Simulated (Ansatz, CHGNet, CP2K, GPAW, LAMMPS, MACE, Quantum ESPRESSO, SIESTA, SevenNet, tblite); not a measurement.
# Amorphous Si (114 atoms) in other programs, against a plane-wave reference

How near do other programs and methods come to a plane-wave reference for amorphous Si (114 atoms)? A plane-wave run serves as the reference.

Method: Kohn-Sham DFT, PBE, SSSP efficiency 1.3.0 pseudopotentials, plane waves, in Quantum ESPRESSO 7.5.

## 1. Set-up

The cell holds 114 atoms: 114 Si. Cell: a = 13.280 Å, b = 13.280 Å, c = 13.280 Å, α = 90.0°, β = 90.0°, γ = 90.0°. 114 atoms (114 Si) placed at random at 2.27 g/cm³, melted at 3500 K for 10 ps at fixed volume with the Tersoff potential (Tersoff, Phys. Rev. B 39, 5566 (1989)). Quenched from 3500 K to 700 K at 10 K/ps and fixed volume, annealed at 1200 K for 20 ps, held 5 ps.

## 2. The reference run

Input file pw.in:

```
&control
  calculation = 'scf'
  pseudo_dir = './pseudo'
  outdir = './tmp'
  disk_io = 'none'
  tprnfor = .true.
  tstress = .true.
/
&system
  ibrav = 0
  nat = 114
  ntyp = 1
  ecutwfc = 45
  ecutrho = 360
  nosym = .true.
  occupations = 'smearing'
  smearing = 'fd'
  degauss = 0.003675
/
&electrons
  conv_thr = 5.7e-07
  electron_maxstep = 100
  mixing_beta = 0.2
  mixing_mode = 'local-TF'
  diagonalization = 'david'
/
ATOMIC_SPECIES
Si 28.085 Si.upf
CELL_PARAMETERS angstrom
13.28010 0.00000 0.00000
0.00000 13.28010 0.00000
0.00000 0.00000 13.28010
ATOMIC_POSITIONS crystal
Si 0.27271 0.45527 0.53575
Si 0.65663 0.82404 0.83841
Si 0.28044 0.28470 0.54529
Si 0.68500 0.36899 0.78863
Si 0.31388 0.48726 0.26038
Si 0.30605 0.13398 0.04851
Si 0.54733 0.54833 0.42920
Si 0.80753 0.00961 0.42012
Si 0.33360 0.61136 0.13283
Si 0.27329 0.00607 0.42592
Si 0.34828 0.90577 0.18817
Si 0.84802 0.34094 0.56586
[... 98 atom lines left out ...]
Si 0.85651 0.26712 0.96059
Si 0.63881 0.04135 0.03515
Si 0.62556 0.03781 0.21191
Si 0.22034 0.94236 0.57356
K_POINTS gamma
```

Run with:

```console
$ OMP_NUM_THREADS=1 mpirun -np 4 pw.x -in pw.in > output.txt
```

The log of the run:

```text
Program PWSCF
     gamma-point specific algorithms are used
     one sub-group per band group will be used
     scalapack distributed-memory algorithm (size of sub-group:  2*  2 procs)
     Parallelization info
     sticks:   dense  smooth     PW     G-vecs:    dense   smooth      PW
     Min        4509    2251    559               455906   161168   20143
     Max        4512    2254    562               455912   161178   20150
     Sum       18041    9009   2241              1823631   644683   80581
     bravais-lattice index     =            0
     lattice parameter (alat)  =      25.0958  a.u.
     unit-cell volume          =   15805.2233 (a.u.)^3
     number of atoms/cell      =          114
     number of atomic types    =            1
[... lines left out ...]
     number of k points=     1  Fermi-Dirac smearing, width (Ry)=  0.0037
[... lines left out ...]
     total energy              =   -1300.27794564 Ry
[... lines left out ...]
     total energy              =   -1299.47848786 Ry
[... lines left out ...]
     total energy              =   -1299.73067145 Ry
[... lines left out ...]
     c_bands:  1 eigenvalues not converged
[... lines left out ...]
     c_bands:  2 eigenvalues not converged
[... lines left out ...]
     total energy              =   -1299.76628815 Ry
[... lines left out ...]
     total energy              =   -1299.76628792 Ry
[... lines left out ...]
          k = 0.0000 0.0000 0.0000 ( 40291 PWs)   bands (ev):
    -6.1582  -5.7241  -5.5652  -5.4477  -5.4226  -5.3509  -5.2764  -5.0377
    -4.9860  -4.9614  -4.8570  -4.7486  -4.7409  -4.6958  -4.6634  -4.6323
    -4.5718  -4.4581  -4.4188  -4.2190  -4.1698  -4.1165  -4.0721  -4.0465
[...]
7.7773   7.8126   7.8196   7.8560   7.9003   7.9459   7.9839   7.9994
     8.0841   8.0975   8.1521   8.1641   8.1896   8.2343   8.2721   8.2816
     8.2878   8.3101
     the Fermi energy is     6.0927 ev
!    total energy              =   -1299.76628827 Ry
     estimated scf accuracy    <       0.00000029 Ry
     smearing contrib. (-TS)   =      -0.01168182 Ry
     internal energy E=F+TS    =   -1299.75460645 Ry
     The total energy is F=E-TS. E is the sum of the following terms:
     one-electron contribution =     247.69436028 Ry
     hartree contribution      =      81.19166547 Ry
     xc contribution           =    -699.34778676 Ry
     ewald contribution        =    -929.29284544 Ry
     convergence has been achieved in  14 iterations
     Forces acting on atoms (cartesian axes, Ry/au):
     atom    1 type  1   force =     0.00804650    0.01734844   -0.00024685
     atom    2 type  1   force =    -0.02271704   -0.02359804    0.01614597
     atom    3 type  1   force =     0.03184788   -0.03290283   -0.04449691
[...]
atom  113 type  1   force =    -0.04416582    0.01737268   -0.03119139
     atom  114 type  1   force =    -0.00120481    0.00339830    0.02465872
     Total force =     0.584648     Total SCF correction =     0.000802
     Computing stress (Cartesian axis) and pressure
          total   stress  (Ry/bohr**3)                   (kbar)     P=        7.54
   0.00009271   0.00004120  -0.00002380           13.64        6.06       -3.50
   0.00004120  -0.00000413  -0.00006620            6.06       -0.61       -9.74
  -0.00002380  -0.00006620   0.00006525           -3.50       -9.74        9.60
     Message from routine punch:
     Nothing written, as per user request (disk_io='none')
```

It took 4.5 min on 4 MPI ranks of Arm Neoverse V2, shared host; peak memory 9.2 GiB; 18 min of CPU time.

Banners, paths, timers and routine set-up lines are dropped from the logs unmarked, and long logs keep their key lines alone; longer cuts are marked.

Numbers from this run:

- r.m.s. force component: 0.8128 eV/Å
- longest force: 3.968 eV/Å
- pressure: 0.7543 GPa

## 3. The ladder

The programs:
- CHGNet: machine-learned potential, published weights.
- CP2K 2026.2: Gaussian basis with GTH pseudopotentials and a plane-wave density; labels give functional, basis (MOLOPT sets; SR short-range, UZH the newer set with its own potentials), grid cutoff/relative cutoff and solver (OT: orbital transformation; TRS4, TC2, SIGN: linear-scaling purification with its sparsity filter), or its built-in tight binding.
- GPAW 26.7.0: PAW with atomic orbitals (LCAO), plane waves or a real-space grid of spacing h.
- MACE: machine-learned potential, published weights.
- SIESTA 5.4.2: numerical atomic orbitals, whose automatically made sets are far from complete, with PseudoDojo norm-conserving potentials that we converted to its format (checked against plane waves on the same files for H, C, O, Si, Ge and Ca alone); labels give functional, basis size, energy shift and mesh cutoff.
- SevenNet: machine-learned potential, published weights.
- tblite 0.8.0: extended tight binding, driven from Python.

All use the same cell and atoms; the electronic-structure runs use the same k-mesh, and an electronic temperature of 580 K (0.05 eV) where levels are smeared.

Differences are against the plane-wave reference, forces as r.m.s. over components; share is that over the reference's r.m.s. force, slope the least-squares factor from reference forces to these. Total energies of different programs have different zeros and aren't compared.

| run | Δ force, r.m.s. (meV/Å) | share (%) | slope | Δ pressure (GPa) | cores | CPU time | memory (GiB) |
| --- | --- | --- | --- | --- | --- | --- | --- |
| reference | - | - | - | - | 4 | 18 min | 9.2 |
| CHGNet r2SCAN potential | 427 | 52.5 | 0.520 | -1.50 | 1 | 3.1 s | 0.87 |
| CP2K GFN1-xTB, diagonalisation | 239 | 29.4 | 1.177 | 6.18 | 1 | 56 s | 0.34 |
| CP2K LDA, DZVP-MOLOPT-SR, 350/50 Ry, diagonalisation | 62.5 | 7.69 | 0.957 | -3.66 | 2 | 3.9 min | 2.5 |
| CP2K PBE, DZVP-UZH, 175/50 Ry, diagonalisation (coarse) | 37.1 | 4.56 | 1.007 | -0.221 | 2 | 8.7 min | 1.3 |
| CP2K PBE, DZVP-UZH, 350/50 Ry, diagonalisation | 37.1 | 4.56 | 1.007 | -0.221 | 4 | 9.6 min | 4.0 |
| CP2K PBE, SZV-MOLOPT-SR, 350/50 Ry, diagonalisation (coarse) | 368 | 45.3 | 1.334 | 6.37 | 1 | 2.4 min | 2.3 |
| CP2K PBE, TZVP-UZH, 350/50 Ry, diagonalisation | 24.9 | 3.07 | 0.999 | -0.103 | 4 | 11 min | 4.3 |
| GPAW PBE, LCAO dzp, h 0.2 Å | 46.1 | 5.67 | 1.044 | - | 2 | 8.4 min | 2.8 |
| GPAW PBE, LCAO dzp, h 0.2 Å, other mixer settings | 45.9 | 5.65 | 1.044 | - | 2 | 11 min | 2.8 |
| GPAW PBE, LCAO dzp, h 0.22 Å (coarse) | 45.9 | 5.65 | 1.044 | - | 2 | 6.3 min | 2.1 |
| GPAW PBE, LCAO sz(dzp), h 0.2 Å (coarse) | 372 | 45.8 | 1.357 | - | 1 | 1.7 min | 1.9 |
| GPAW PBE, LCAO szp(dzp), h 0.2 Å (coarse) | 144 | 17.7 | 1.111 | - | 1 | 5.7 min | 2.5 |
| MACE MPA-0 medium potential | 186 | 22.9 | 0.837 | 0.0819 | 1 | 7.5 s | 1.0 |
| SIESTA PBE, DZ, shift 0.01 Ry, mesh 300 Ry (coarse) | 180 | 22.2 | 1.149 | 6.04 | 1 | 2.9 min | 1.2 |
| SIESTA PBE, DZP, shift 0.002 Ry, mesh 300 Ry | 63.8 | 7.85 | 1.062 | 1.31 | 2 | 21 min | 3.6 |
| SIESTA PBE, DZP, shift 0.01 Ry, mesh 300 Ry | 47.0 | 5.79 | 1.047 | 0.556 | 2 | 8.5 min | 2.4 |
| SIESTA PBE, SZ, shift 0.01 Ry, mesh 300 Ry (coarse) | 457 | 56.2 | 1.444 | 9.96 | 1 | 2 min | 0.99 |
| SevenNet 0 potential | 239 | 29.5 | 0.765 | 0.159 | 1 | 6.8 s | 0.87 |
| tblite GFN1-xTB | 309 | 38.0 | 1.149 | 8.80 | 1 | 8.8 s | 0.23 |

Rows marked coarse were listed beforehand as settings not expected to be converged; some can still land near the reference.

Times of the machine-learned potentials are mostly Python's start and the loading of weights.

CPU time is summed over cores on a shared host, where runs went side by side, so it is rough. Symmetry, cutoffs, thresholds, outputs and thread counts weren't matched or tuned between programs; memory under MPI is the largest rank's times the ranks.

Runs without a result: tblite GFN2-xTB (not converged).

Within one program, basis, potentials and functional, energies share a zero. Each run against its twin at the usual cutoff or grid and solver:

| run | twin | Δ energy (meV/atom) | Δ force, r.m.s. (meV/Å) | CPU time over the twin's |
| --- | --- | --- | --- | --- |
| CP2K PBE, DZVP-UZH, 175/50 Ry, diagonalisation | DZVP-UZH, 350/50 Ry, diagonalisation | -4.0e-4 | 0.054 | 0.91 (this twin ran on 4 cores) |
| GPAW PBE, LCAO dzp, h 0.2 Å, other mixer settings | LCAO dzp, h 0.2 Å | 0 | 0.805 | 1.3 |
| GPAW PBE, LCAO dzp, h 0.22 Å | LCAO dzp, h 0.2 Å | 2.29 | 2.96 | 0.76 |

## 4. Results

```json
{
 "reference r.m.s. force component": "0.813 eV/Å",
 "nearest in forces": "CP2K PBE, TZVP-UZH, 350/50 Ry, diagonalisation, 3.1 %",
 "farthest in forces": "SIESTA PBE, SZ, shift 0.01 Ry, mesh 300 Ry (coarse), 56 %",
 "cheapest electronic-structure run beside the reference": "tblite GFN1-xTB, 8.8 s of CPU time"
}
```

**Reading.** The PBE runs in local orbitals, coarse settings apart, differ by 3.1 % (CP2K PBE, TZVP-UZH, 350/50 Ry, diagonalisation) to 7.8 % (SIESTA PBE, DZP, shift 0.002 Ry, mesh 300 Ry); basis, grid and potentials can all enter. Tight binding differs by 29 % (CP2K GFN1-xTB, diagonalisation) to 38 % (tblite GFN1-xTB); it is another model, with fitted parameters of its own, and the xTB methods hold dispersion. Machine-learned potentials differ by 23 % (MACE MPA-0 medium potential) to 52 % (CHGNet r2SCAN potential); they were trained on other programs' data, some at another functional. Among those trained on PBE data the slope goes as low as 0.77, which softening far from their training structures can give, though the reference's k-sampling is untested too. Rows with another functional or a dispersion term differ by 7.7 % (CP2K LDA, DZVP-MOLOPT-SR, 350/50 Ry, diagonalisation), which mixes the change of model with differences of basis and potentials. CP2K GFN1-xTB, diagonalisation needed 108 SCF steps, so its time overstates the method's usual cost. Runs with settings chosen to be coarse differ by 4.6 % (CP2K PBE, DZVP-UZH, 175/50 Ry, diagonalisation) to 56 % (SIESTA PBE, SZ, shift 0.01 Ry, mesh 300 Ry), their programs' other errors included. Of the electronic-structure runs that take under half the reference's CPU time, CP2K PBE, DZVP-UZH, 175/50 Ry, diagonalisation comes nearest, at 4.6 % in 8.7 min against 18 min. SIESTA PBE, SZ, shift 0.01 Ry, mesh 300 Ry stiffens the forces by a factor of 1.44 while following their directions (correlation 0.973); the slopes of the 4 SIESTA runs lie between 1.05 and 1.44. In pressure, SIESTA PBE, SZ, shift 0.01 Ry, mesh 300 Ry misses by +10.0 GPa, at the same functional. In the reference: levels near the Fermi energy are neither full nor empty under the smearing, so no gap is quoted. Periodic xTB results under one method name differ between programs and library versions. The reference's pressure holds the uncorrected Pulay stress of its 45 Ry basis, so small pressure differences, and their order, may be the reference's own error. Machine-learned potentials mimic data converged in k, so the reference's own k-point error enters their differences. The quench rate of 10 K/ps is many orders above laboratory rates, so the cell is likely richer in defects and strain than a real sample. The network of bonds at the start is that of the classical potential that made the cell, and needn't be the one that DFT or experiment would give. The electronic-structure runs sample only Γ, in a cell whose shortest periodic width is 13 Å, which is coarse for a cell with partly filled levels.

[Also dropped from logs without a mark: logging warnings of Python, and SIESTA's first energy breakdown and zero terms.]

[Logs are printed without paths, hosts, clocks, repeated set-up lines and the standing remarks that a program may print on its own settings, such as how far it seeks lower states.]

[Hosts, paths, dates, database ids (printed as entryN), source tags and the programs' standing remarks are cut or masked in the printed files.]
